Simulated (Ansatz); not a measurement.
# How fast states decay through Na2Li3NCl2

Wanted: the relaxed cell of Na2Li3NCl2, its band edges and its decay constants. It is built by putting Na for part of the Li in the Li5NCl2 structure of space group R-3m, with the volume rescaled by atomic radii. The parent structure comes from the Materials Project.

Main program and level: Ansatz 0.2.0; PBE DFT, plane waves, PAW files, in the first sound run; inputs show where later runs differ.

This is a report of a sequence of runs, with most program output left out.

The structure was built from a prototype and need not be the compound's stable phase.

### Step 1. Set-up

Symmetry: R3m, No. 160, trigonal system. The conventional cell has a = 3.809 Å, b = 3.809 Å, c = 29.978 Å, α = 90.00°, β = 90.00°, γ = 120.00°. Nearest to Li lie 6 Cl at 2.69 Å. Nearest to Li lie 1 N at 2.01 Å and 3 Cl at 2.63 Å. Nearest to Na lie 1 N at 2.01 Å and 3 Cl at 2.63 Å. Nearest to Na lie 3 N at 2.21 Å and 6 Li at 2.25 to 3.14 Å and 3 Na at 2.83 Å and 1 Cl at 3.22 Å. Nearest to Li lie 3 N at 2.21 Å and 3 Na at 2.25 Å. N has 4 Na at 2.01 to 2.21 Å and 4 Li at 2.01 to 2.21 Å nearest. It derives from Li5NCl2. Na for part of the Li in the Li5NCl2 structure of space group R-3m. Farther neighbours and most contacts between anions are not listed.

### Step 2. Relaxing the new crystal

The substituted atoms don't fit the parent's cell, so cell and atoms relax together. A small smearing keeps the run stable in case the gap closes on the way.

Input file input.yaml:

```yaml
crystal:
  lattice:
    - [1.904631165, 1.0996393158, 9.992700782]
    - [-1.904631165, 1.0996393158, 9.992700782]
    - [0.0, -2.1992786317, 9.992700782]
  atoms:
    - { symbol: Li, position: [0.5, 0.5, 0.5] }
    - { symbol: Li, position: [0.93292666, 0.93292666, 0.93292666] }
    - { symbol: Na, position: [0.06707334, 0.06707334, 0.06707334] }
    - { symbol: Na, position: [0.67438427, 0.67438427, 0.67438427] }
    - { symbol: Li, position: [0.32561573, 0.32561573, 0.32561573] }
    - { symbol: "N", position: [0.0, 0.0, 0.0] }
    - { symbol: Cl, position: [0.21822532, 0.21822532, 0.21822532] }
    - { symbol: Cl, position: [0.78177468, 0.78177468, 0.78177468] }
kpoints:
  mp_grid: { grid: [6, 6, 6] }
scf:
  occupations: { method: gaussian, width: 0.03 }
hamiltonian:
  xc: pbe
output:
  forces: true
  stress: true
relax:
  f_tol: 0.02
  max_steps: 60
  cell: {}
```

Run with:

```bash
ansatz run input.yaml --threads 2 --pin off --max-ram 4096MiB --backend cpu --events-out ev --progress --plain --runs-dir out
```

Wall time 44 s (2 threads of Arm Neoverse V2, shared host); peak memory 0.42 GiB.

The steps of the relaxation:

| step | energy less that of the first step (eV) | largest force component (eV/Å) | pressure (GPa) | volume (Å³) |
| --- | --- | --- | --- | --- |
| 1 | 0.0000 | 2.6824 | 5.72 | 125.57 |
| 2 | -0.4410 | 1.5876 | 3.26 | 128.89 |
| 3 | -0.6573 | 0.2947 | -1.00 | 143.18 |
| 4 | -0.7055 | 0.1964 | -0.42 | 139.71 |
| 5 | -0.7126 | 0.0606 | -0.07 | 137.93 |
| 6 | -0.7150 | 0.0419 | 0.00 | 137.29 |
| 7 | -0.7154 | 0.0121 | -0.01 | 137.28 |
| 8* | -0.7237 | 0.0118 | 0.08 | 137.28 |
| 9 | -0.7237 | 0.0038 | 0.01 | 137.65 |
| 10* | -0.7238 | 0.0039 | 0.01 | 137.65 |

Relaxation steps marked * repeat the geometry before them on a plane-wave basis chosen anew for their cell, so energy and pressure can jump there.

The run keeps the 6 symmetry operations that it works with, so distortions that break them were not tested.

| conventional cell, symmetrised | before | after | change |
| --- | --- | --- | --- |
| a (Å) | 3.809 | 3.967 | +4.1 % |
| b (Å) | 3.809 | 3.967 | +4.1 % |
| c (Å) | 29.978 | 30.306 | +1.1 % |
| volume (Å³/atom) | 15.70 | 17.21 | +9.6 % |

The atoms that moved most (Å, as changes of fractional coordinates times the final cell):

| atom | dx | dy | dz | length |
| --- | --- | --- | --- | --- |
| Li5 | 0.000 | 0.000 | -0.363 | 0.363 |
| Cl8 | 0.000 | 0.000 | 0.337 | 0.337 |
| N6 | 0.000 | 0.000 | -0.248 | 0.248 |
| Li1 | 0.000 | 0.000 | 0.195 | 0.195 |
| Na3 | 0.000 | 0.000 | 0.132 | 0.132 |
| Li2 | 0.000 | 0.000 | -0.084 | 0.084 |
| Cl7 | 0.000 | 0.000 | 0.051 | 0.051 |
| Na4 | 0.000 | 0.000 | -0.021 | 0.021 |

Numbers from this step:

```yaml
free_energy: -6136.9309 eV
fermi_energy: 4.668 eV
pressure: 0.008313 GPa
```

The largest force component on a free atom ends at 0.0039 eV/Å.

### Step 3. The bulk crystal and its band edges

The energy window and the wavevectors of the next steps follow from the band edges, so these are searched first, off the mesh as well.

Input file input.yaml:

```yaml
crystal:
  lattice:
    - [1.9832741436, 1.1450438606, 10.1020019998]
    - [-1.9832741436, 1.1450438606, 10.1020019998]
    - [0.0, -2.2900877213, 10.1020019998]
  atoms:
    - { symbol: Li, position: [0.5064444703, 0.5064444703, 0.5064444703] }
    - { symbol: Li, position: [0.9301711866, 0.9301711866, 0.9301711866] }
    - { symbol: Na, position: [0.0714378118, 0.0714378118, 0.0714378118] }
    - { symbol: Na, position: [0.6737013778, 0.6737013778, 0.6737013778] }
    - { symbol: Li, position: [0.3136350353, 0.3136350353, 0.3136350353] }
    - { symbol: "N", position: [-0.0081716059, -0.0081716059, -0.0081716059] }
    - { symbol: Cl, position: [0.2198951863, 0.2198951863, 0.2198951863] }
    - { symbol: Cl, position: [0.7928865378, 0.7928865378, 0.7928865378] }
kpoints:
  mp_grid: { grid: [8, 8, 8] }
  band_path: { path: [VBM, CBM], npoints: 30 }
scf:
  occupations: { method: fixed }
hamiltonian:
  xc: pbe
output:
  eigenvalues: true
  write_potential: true
  write_density: true
  volumetric_format: npy
```

Elapsed: 24 s, on 2 threads; peak memory 0.47 GiB; 48 s of CPU time.

This step gave:

```yaml
free_energy: -6136.9315 eV
fermi_energy: 4.350 eV
gap_on_the_k_mesh: 0.6289 eV
gap_on_path: 0.6289 eV, by band count; negative where bands overlap
direct_gap_on_path: 0.6291 eV
edge_places_on_path: 0, 0.3110 1/A along the path
```

Electronic bands along the path, in eV, zero at the Fermi level (highest filled level under fixed occupations); v1 is the highest filled band, c1 the lowest empty one:

| point | v4 | v3 | v2 | v1 | c1 | c2 | c3 | c4 |
| --- | --- | --- | --- | --- | --- | --- | --- | --- |
| VBM | -4.49 | -1.57 | 0.00 | 0.00 | 1.14 | 1.73 | 2.66 | 4.96 |
| halfway | -4.49 | -1.50 | 0.00 | 0.00 | 0.84 | 1.96 | 2.79 | 4.70 |
| CBM | -4.49 | -1.42 | 0.00 | 0.00 | 0.63 | 2.08 | 2.99 | 4.43 |

The searched edges give 0.629 eV, as on the mesh.

### Step 4. Complex bands, plane (001)

This step: PBE DFT, plane waves, PAW files; complex bands by layer matching along the plane's normal (Ansatz 0.2.0).

The same crystal is laid in a cell whose first two vectors span the (001) plane (indices of the standard conventional cell, whose axes can be ordered otherwise than in the bulk input). At fixed energy and wavevector in the plane the solver finds all kz, real and complex. A few wavevectors are listed, (0, 0) and (0.5, 0) in units of the plane's reciprocal vectors; the slowest state needn't be among them.

Input file input.yaml:

```yaml
crystal:
  lattice:
    - [3.966548287, 0.0, 0.0]
    - [1.983274144, 3.435131582, 0.0]
    - [1.983274144, -1.145043861, 10.102002]
  atoms:
    - { symbol: Li, position: [0.0128889406, 0.4935555297, 0.4806665891] }
    - { symbol: Li, position: [0.8603423732, 0.0698288134, 0.2094864402] }
    - { symbol: Na, position: [0.1428756236, 0.9285621882, 0.7856865646] }
    - { symbol: Na, position: [0.3474027556, 0.3262986222, 0.9788958666] }
    - { symbol: Li, position: [0.6272700706, 0.6863649647, 0.0590948941] }
    - { symbol: "N", position: [0.9836567882, 0.0081716059, 0.0245148177] }
    - { symbol: Cl, position: [0.4397903726, 0.7801048137, 0.3403144411] }
    - { symbol: Cl, position: [0.5857730756, 0.2071134622, 0.6213403866] }
kpoints:
  mp_grid: { grid: [8, 8, 8] }
scf:
  occupations: { method: fixed }
hamiltonian:
  xc: pbe
output:
  eigenvalues: true
  transmission:
    leads: [[0, 0]]
    kpoints: [[0.0, 0.0], [0.5, 0.0]]
    e_range: [-1.0, 1.63]
    de: 0.07
```

It took 20 s on 2 threads; peak memory 0.47 GiB.

Numbers from this step:

| Quantity | Value |
| --- | --- |
| level to which the leads are filled | 0.3145 eV from the Fermi level |
| decay constant at the filling level, zone centre | 0.1605 Å⁻¹ |
| decay constant at the filling level, slowest listed point | 0.1605 Å⁻¹ |

K parallel (0, 0); values up to 1.5 1/Å, a degenerate pair printed once or twice; energies at which all values exceed this have no row. Table of Im kz of the slowest decaying states by energy, zero at the highest filled level on the SCF mesh:

| energy (eV) | decay 1 (Å⁻¹) | decay 2 (Å⁻¹) | decay 3 (Å⁻¹) | decay 4 (Å⁻¹) |
| --- | --- | --- | --- | --- |
| -1.00 | 0.221 | 1.01 | 1.12 | 1.24 |
| -0.86 | 0.234 | 0.994 | 1.10 | 1.23 |
| -0.72 | 0.242 | 0.982 | 1.07 | 1.22 |
| -0.58 | 0.244 | 0.970 | 1.04 | 1.21 |
| -0.51 | 0.244 | 0.964 | 1.02 | 1.21 |
| -0.37 | 0.240 | 0.951 | 0.972 | 1.20 |
| -0.23 | 0.233 | 0.911 | 0.939 | 1.19 |
| -0.09 | 0.223 | 0.804 | 0.926 | 1.18 |
| -0.02 | 0.216 | 0.646 | 0.919 | 1.18 |
| 0.05 | 0.208 | 0.735 | 0.913 | 1.17 |
| 0.19 | 0.188 | 0.852 | 0.900 | 1.16 |
| 0.26 | 0.175 | 0.876 | 0.893 | 1.16 |
| 0.40 | 0.143 | 0.879 | 0.905 | 1.15 |
| 0.54 | 0.0923 | 0.864 | 0.920 | 1.14 |
| 0.68 | 0.849 | 0.928 | 1.13 | 1.45 |
| 0.82 | 0.834 | 0.932 | 1.12 | 1.44 |
| 0.96 | 0.818 | 0.933 | 1.11 | 1.43 |
| 1.10 | 0.800 | 0.932 | 1.10 | 1.42 |
| 1.17 | 0.0337 | 0.791 | 0.930 | 1.09 |
| 1.31 | 0.0727 | 0.772 | 0.926 | 1.08 |
| 1.45 | 0.0809 | 0.751 | 0.920 | 1.07 |
| 1.59 | 0.0700 | 0.728 | 0.914 | 1.06 |

K parallel (0.5, 0); values up to 1.5 1/Å, a degenerate pair printed once or twice; energies at which all values exceed this have no row. Table of Im kz of the slowest decaying states by energy, zero at the highest filled level on the SCF mesh:

| energy (eV) | decay 1 (Å⁻¹) | decay 2 (Å⁻¹) | decay 3 (Å⁻¹) | decay 4 (Å⁻¹) |
| --- | --- | --- | --- | --- |
| -1.00 | 0.375 | 0.419 | 0.730 | 1.23 |
| -0.79 | 0.340 | 0.368 | 0.681 | 1.21 |
| -0.65 | 0.386 | 0.634 | 1.20 | - |
| -0.44 | 0.361 | 0.392 | 0.471 | 1.18 |
| -0.23 | 0.393 | 0.415 | 0.560 | 1.17 |
| -0.09 | 0.390 | 0.434 | 0.618 | 1.16 |
| -0.02 | 0.388 | 0.441 | 0.635 | 1.15 |
| 0.12 | 0.384 | 0.451 | 0.660 | 1.14 |
| 0.26 | 0.377 | 0.458 | 0.677 | 1.13 |
| 0.47 | 0.364 | 0.463 | 0.693 | 1.12 |
| 0.68 | 0.348 | 0.463 | 0.702 | 1.10 |
| 0.82 | 0.334 | 0.460 | 0.706 | 1.09 |
| 1.03 | 0.311 | 0.454 | 0.708 | 1.08 |
| 1.24 | 0.281 | 0.445 | 0.707 | 1.07 |
| 1.38 | 0.257 | 0.437 | 0.706 | 1.06 |
| 1.59 | 0.212 | 0.422 | 0.701 | 1.05 |

At the listed wavevectors the last open channel is at -0.65 eV and the next at +0.68 eV on the grid, wider than the gap, since narrow bands can fall between grid energies. At +0.33 eV, the grid energy nearest the filling level (the middle of the gap on the SCF mesh), the slowest state at the listed wavevectors decays with κ = 0.161 Å⁻¹, its amplitude falling by e over 6.2 Å. Through 1 nm of this crystal that state's transmission falls by exp(−2 × 0.161 Å⁻¹ × 10 Å) = 0.040.

### Step 5. Decay over the two-dimensional zone

The listed points could miss the slowest state, so one energy near mid-gap is solved on a mesh of 14×14.

input.yaml, as its differences from that of step 4:

```diff
@@ -22,6 +22,2 @@
   eigenvalues: true
-  transmission:
-    leads: [[0, 0]]
-    kpoints: [[0.0, 0.0], [0.5, 0.0]]
-    e_range: [-1.0, 1.63]
-    de: 0.07
+  transmission: { leads: [[0, 0]], kmesh: [14, 14], e_range: [0.31, 0.32], de: 0.05 }
```

Run time: 20 s. Hardware: 2 threads; peak memory 0.51 GiB.

This step gave:

| Property | Result |
| --- | --- |
| least decay constant on the mesh | 0.165 Å⁻¹ |

Slowest decay constant (1/Å; 0 where a channel is open) over k1 and k2. At 0.3100 eV from the Fermi level.

Ten even steps from '_' (0.165) to '@' (0.607):
```
++**######**++++++##**##++++
**########**++****####****++
############**####@@####**##
########**####**++++**####**
******####@@++------++@@####
++++++**##++--....--++##**++
==++**##**--..__..--**##**++
++++**##++--....--++##**++++
**####@@++------++@@####****
##**####**++++**####**######
####**####@@####**##########
**++****####****++**########
++++++##**##++++++**######**
==++**####**++==++**####**++
```
Columns: k1 (b1) from -0.5 to 0.429; rows upwards: k2 (b2) from -0.5 to 0.429.

The least value on the mesh is 0.165 Å⁻¹ at +0.31 eV. At that energy the listed points give about 0.165 Å⁻¹ by interpolation, so the mesh holds no clearly slower state.

### Step 6. Complex bands, plane (101)

The same for the (101) plane, at (0, 0) and (-0.5, 0), to see how the decay depends on direction.

Input file input.yaml:

```yaml
crystal:
  lattice:
    - [10.358327383, 0.0, 0.0]
    - [0.759461674, 3.893163659, 0.0]
    - [0.759461674, 1.872505566, 3.413274994]
  atoms:
    - { symbol: Li, position: [0.5193334109, 0.4935555297, 0.4935555297] }
    - { symbol: Li, position: [0.7905135598, 0.0698288134, 0.0698288134] }
    - { symbol: Na, position: [0.2143134354, 0.9285621882, 0.9285621882] }
    - { symbol: Na, position: [0.0211041334, 0.3262986222, 0.3262986222] }
    - { symbol: Li, position: [0.9409051059, 0.6863649647, 0.6863649647] }
    - { symbol: "N", position: [0.9754851823, 0.0081716059, 0.0081716059] }
    - { symbol: Cl, position: [0.6596855589, 0.7801048137, 0.7801048137] }
    - { symbol: Cl, position: [0.3786596134, 0.2071134622, 0.2071134622] }
kpoints:
  mp_grid: { grid: [8, 8, 8] }
scf:
  occupations: { method: fixed }
hamiltonian:
  xc: pbe
output:
  eigenvalues: true
  transmission:
    leads: [[0, 0]]
    kpoints: [[0.0, 0.0], [-0.5, 0.0]]
    e_range: [-1.0, 1.63]
    de: 0.07
```

Elapsed: 70 s, on 2 threads; peak memory 1.1 GiB.

Numbers from this step:

* decay constant at the filling level, zone centre: 0.1186 Å⁻¹
* decay constant at the filling level, slowest listed point: 0.1186 Å⁻¹

K parallel (0, 0); values up to 1.5 1/Å, a degenerate pair printed once or twice; energies at which all values exceed this have no row. Table of Im kz of the slowest decaying states by energy, zero at the highest filled level on the SCF mesh:

| energy (eV) | decay 1 (Å⁻¹) | decay 2 (Å⁻¹) | decay 3 (Å⁻¹) | decay 4 (Å⁻¹) |
| --- | --- | --- | --- | --- |
| -1.00 | 0.112 | 0.431 | 0.450 | 0.685 |
| -0.86 | 0.422 | 0.449 | 0.615 | 0.820 |
| -0.72 | 0.414 | 0.446 | 0.531 | 0.819 |
| -0.58 | 0.164 | 0.405 | 0.418 | 0.442 |
| -0.51 | 0.211 | 0.342 | 0.401 | 0.440 |
| -0.37 | 0.270 | 0.392 | 0.435 | 0.803 |
| -0.23 | 0.308 | 0.383 | 0.430 | 0.794 |
| -0.09 | 0.333 | 0.375 | 0.423 | 0.787 |
| -0.02 | 0.342 | 0.371 | 0.420 | 0.783 |
| 0.05 | 0.0664 | 0.197 | 0.350 | 0.368 |
| 0.19 | 0.111 | 0.358 | 0.362 | 0.363 |
| 0.26 | 0.118 | 0.362 | 0.366 | 0.406 |
| 0.40 | 0.113 | 0.359 | 0.371 | 0.399 |
| 0.54 | 0.0797 | 0.357 | 0.373 | 0.394 |
| 0.68 | 0.351 | 0.372 | 0.391 | 0.574 |
| 0.82 | 0.342 | 0.367 | 0.391 | 0.607 |
| 0.96 | 0.329 | 0.359 | 0.391 | 0.634 |
| 1.10 | 0.314 | 0.348 | 0.390 | 0.658 |
| 1.17 | 0.305 | 0.341 | 0.389 | 0.669 |
| 1.31 | 0.286 | 0.324 | 0.387 | 0.693 |
| 1.45 | 0.263 | 0.301 | 0.383 | 0.695 |
| 1.59 | 0.237 | 0.271 | 0.376 | 0.696 |

K parallel (0, 0). Table of Re kz of states that move upwards by energy, zero at the highest filled level on the SCF mesh:

| energy (eV) | channel 1 (Å⁻¹) | channel 2 (Å⁻¹) |
| --- | --- | --- |
| -1.00 | - | - |
| -0.93 | - | - |
| -0.79 | -0.438 | 0.695 |
| -0.72 | -0.398 | 0.783 |
| -0.65 | -0.363 | - |
| -0.58 | -0.330 | - |
| -0.44 | -0.268 | - |
| -0.37 | -0.806 | -0.237 |
| -0.30 | -0.624 | -0.205 |
| -0.23 | -0.504 | -0.172 |
| -0.09 | -0.282 | -0.0982 |
| -0.02 | -0.126 | -0.0431 |
| 0.05 | - | - |
| 0.19 | - | - |
| 0.26 | - | - |
| 0.33 | - | - |
| 0.40 | - | - |
| 0.54 | - | - |
| 0.61 | - | - |
| 0.68 | 0.0661 | - |
| 0.82 | 0.137 | - |
| 0.89 | 0.164 | - |
| 0.96 | 0.190 | - |
| 1.03 | 0.214 | - |
| 1.17 | 0.259 | - |
| 1.24 | 0.281 | - |
| 1.31 | 0.303 | - |
| 1.38 | 0.324 | - |
| 1.52 | 0.368 | - |
| 1.59 | 0.389 | - |

K parallel (-0.5, 0); values up to 1.5 1/Å, a degenerate pair printed once or twice; energies at which all values exceed this have no row. Im kz of the slowest decaying states against energy, zero at the highest filled level on the SCF mesh:

| energy (eV) | decay 1 (Å⁻¹) | decay 2 (Å⁻¹) | decay 3 (Å⁻¹) | decay 4 (Å⁻¹) |
| --- | --- | --- | --- | --- |
| -1.00 | 0.0910 | 0.460 | 0.489 | 0.681 |
| -0.79 | 0.460 | 0.468 | 0.572 | 0.819 |
| -0.65 | 0.456 | 0.476 | 0.818 | 0.825 |
| -0.44 | 0.229 | 0.257 | 0.444 | 0.807 |
| -0.23 | 0.341 | 0.431 | 0.794 | 0.803 |
| -0.09 | 0.379 | 0.421 | 0.786 | 0.794 |
| -0.02 | 0.394 | 0.416 | 0.783 | 0.790 |
| 0.12 | 0.118 | 0.294 | 0.405 | 0.420 |
| 0.26 | 0.164 | 0.393 | 0.407 | 0.441 |
| 0.47 | 0.197 | 0.360 | 0.387 | 0.465 |
| 0.68 | 0.204 | 0.325 | 0.377 | 0.483 |
| 0.82 | 0.192 | 0.300 | 0.370 | 0.492 |
| 1.03 | 0.132 | 0.262 | 0.359 | 0.502 |
| 1.24 | 0.222 | 0.346 | 0.508 | 0.675 |
| 1.38 | 0.191 | 0.335 | 0.510 | 0.658 |
| 1.59 | 0.123 | 0.317 | 0.510 | 0.632 |

K parallel (-0.5, 0). Table of Re kz of states that move upwards by energy, zero at the highest filled level on the SCF mesh:

| energy (eV) | channel 1 (Å⁻¹) | channel 2 (Å⁻¹) |
| --- | --- | --- |
| -1.00 | - | - |
| -0.93 | - | - |
| -0.86 | -0.446 | 0.630 |
| -0.79 | -0.398 | 0.708 |
| -0.72 | -0.362 | 0.787 |
| -0.65 | -0.909 | -0.331 |
| -0.58 | -0.301 | - |
| -0.51 | -0.271 | - |
| -0.44 | -0.242 | - |
| -0.37 | -0.763 | -0.213 |
| -0.30 | -0.586 | -0.183 |
| -0.23 | -0.467 | -0.151 |
| -0.16 | -0.360 | -0.116 |
| -0.09 | -0.247 | -0.0752 |
| -0.02 | -0.0908 | -0.0147 |
| 0.05 | - | - |
| 0.12 | - | - |
| 0.19 | - | - |
| 0.26 | - | - |
| 0.33 | - | - |
| 0.40 | - | - |
| 0.47 | - | - |
| 0.54 | - | - |
| 0.61 | - | - |
| 0.68 | - | - |
| 0.75 | - | - |
| 0.82 | - | - |
| 0.89 | - | - |
| 0.96 | - | - |
| 1.03 | - | - |
| 1.10 | - | - |
| 1.17 | 0.104 | - |
| 1.24 | 0.172 | - |
| 1.31 | 0.221 | - |
| 1.38 | 0.264 | - |
| 1.45 | 0.304 | - |
| 1.52 | 0.343 | - |
| 1.59 | 0.382 | - |

At the listed wavevectors the last open channel is at -0.02 eV and the next at +0.68 eV on the grid. At +0.33 eV, the grid energy nearest the filling level (the middle of the gap on the SCF mesh), the slowest state at the listed wavevectors decays with κ = 0.119 Å⁻¹, its amplitude falling by e over 8.4 Å; the first such run, plane (001), gave 0.161 Å⁻¹.

(Part 1 of 2 ends here.)

[Logs are printed without paths, hosts, clocks, repeated set-up lines and the standing remarks that a program may print on its own settings, such as how far it seeks lower states.]

[Hosts, paths, dates, database ids (printed as entryN), source tags and the programs' standing remarks are cut or masked in the printed files.]
